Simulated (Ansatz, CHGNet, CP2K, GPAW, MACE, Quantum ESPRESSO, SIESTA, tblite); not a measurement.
**A faulty CP2K run on random packing of 70AlN-30Al2O3 (mol %) (78 atoms)**

Program: CP2K 2026.2, a calculation on a cell of 35 Al, 19 N and 24 O, 10.4 Å³ an atom.

input.inp reads:

```
&GLOBAL
  PROJECT cell
  RUN_TYPE ENERGY_FORCE
  PRINT_LEVEL LOW
&END GLOBAL
&FORCE_EVAL
  METHOD QS
  STRESS_TENSOR ANALYTICAL
  &DFT
    BASIS_SET_FILE_NAME BASIS_MOLOPT
    POTENTIAL_FILE_NAME GTH_POTENTIALS
    &MGRID
      CUTOFF 600
      REL_CUTOFF 50
      NGRIDS 5
    &END MGRID
    &QS
      EPS_DEFAULT 1.0E-12
    &END QS
    &SCF
      SCF_GUESS ATOMIC
      EPS_SCF 1.0E-06
      MAX_SCF 50
      ADDED_MOS 14
      &DIAGONALIZATION
        ALGORITHM STANDARD
      &END DIAGONALIZATION
      &SMEAR ON
        METHOD FERMI_DIRAC
        ELECTRONIC_TEMPERATURE [K] 580
      &END SMEAR
      &MIXING
        METHOD BROYDEN_MIXING
        ALPHA 0.3
        NBROYDEN 8
      &END MIXING
      &PRINT
        &RESTART OFF
        &END RESTART
      &END PRINT
    &END SCF
    &XC
      &XC_FUNCTIONAL PBE
      &END XC_FUNCTIONAL
    &END XC
    &PRINT
      &MULLIKEN ON
      &END MULLIKEN
      &HIRSHFELD ON
        SHAPE_FUNCTION DENSITY
      &END HIRSHFELD
      &MO ON
        EIGENVALUES T
        OCCUPATION_NUMBERS T
        MO_INDEX_RANGE 161 184
        &EACH
          QS_SCF 0
        &END EACH
        ADD_LAST NUMERIC
      &END MO
    &END PRINT
  &END DFT
  &SUBSYS
    &CELL
      A 9.32240 0.00000 0.00000
      B 0.00000 9.32240 0.00000
      C 0.00000 0.00000 9.32240
    &END CELL
    &COORD
      Al 7.01613 1.52486 3.12925
      Al 9.29676 0.84004 5.48176
      Al 1.92125 5.73896 6.96038
      Al 9.04944 7.60838 3.50261
      Al 8.32528 2.80958 7.07915
      Al 3.77818 1.81768 1.02099
      Al 8.92918 5.24646 4.18175
      Al 5.00026 4.46040 0.91341
      Al 7.38148 3.09830 0.02685
      Al 1.09986 8.54379 0.77749
[... 64 atom lines left out ...]
      O 4.41649 0.83613 8.93431
      O 3.33639 5.51578 1.37095
      O 3.67442 3.20430 3.07770
      O 6.60250 2.56841 6.96113
    &END COORD
    &KIND Al
      BASIS_SET QZV3P-MOLOPT-GTH
      POTENTIAL GTH-PBE-q3
    &END KIND
    &KIND N
      BASIS_SET DZVP-MOLOPT-SR-GTH-q5
      POTENTIAL GTH-PBE-q5
    &END KIND
    &KIND O
      BASIS_SET DZVP-MOLOPT-SR-GTH-q6
      POTENTIAL GTH-PBE-q6
    &END KIND
  &END SUBSYS
  &PRINT
    &FORCES ON
    &END FORCES
    &STRESS_TENSOR ON
    &END STRESS_TENSOR
  &END PRINT
&END FORCE_EVAL
```

The run is started by

```sh
$ OMP_NUM_THREADS=1 mpirun -np 4 cp2k.psmp -i input.inp > output.txt
```

Output:

```text
CP2K| version string:                                       CP2K version 2026.2
 CP2K| Input file name                                                 input.inp
 GLOBAL| Basis set file name                                        BASIS_MOLOPT
 GLOBAL| Potential file name                                      GTH_POTENTIALS
 GLOBAL| Run type                                                   ENERGY_FORCE
 GLOBAL| Total number of message passing processes                             4
 GLOBAL| Number of threads for this process                                    1
 *   ___                                                                       *
 *  /   \                                                                      *
 * [ABORT]                                                                     *
 *  \___/  The requested basis set <QZV3P-MOLOPT-GTH> for element <Al> was not *
 *    |                 found in the basis set files <BASIS_MOLOPT>            *
 *  O/|                                                                        *
 * /| |                                                                        *
```

Wall time 0.99 s (4 MPI ranks of Intel Xeon at 2.30GHz, shared host); peak memory 0.68 GiB; 3.2 s of CPU time.

Banners, paths, timers and routine set-up lines are dropped from the logs unmarked, and long logs keep their key lines alone; longer cuts are marked.

Q: Find the fault and mend it.

A basis that the file lacks: basis QZV3P-MOLOPT-GTH for Al. Mend: name a basis that the basis file holds for this element.

The program stopped at the start.

[Also dropped from logs without a mark: logging warnings of Python, and SIESTA's first energy breakdown and zero terms.]

[Logs are printed without paths, hosts, clocks, repeated set-up lines and the standing remarks that a program may print on its own settings, such as how far it seeks lower states.]

[Hosts, paths, dates, database ids (printed as entryN), source tags and the programs' standing remarks are cut or masked in the printed files.]
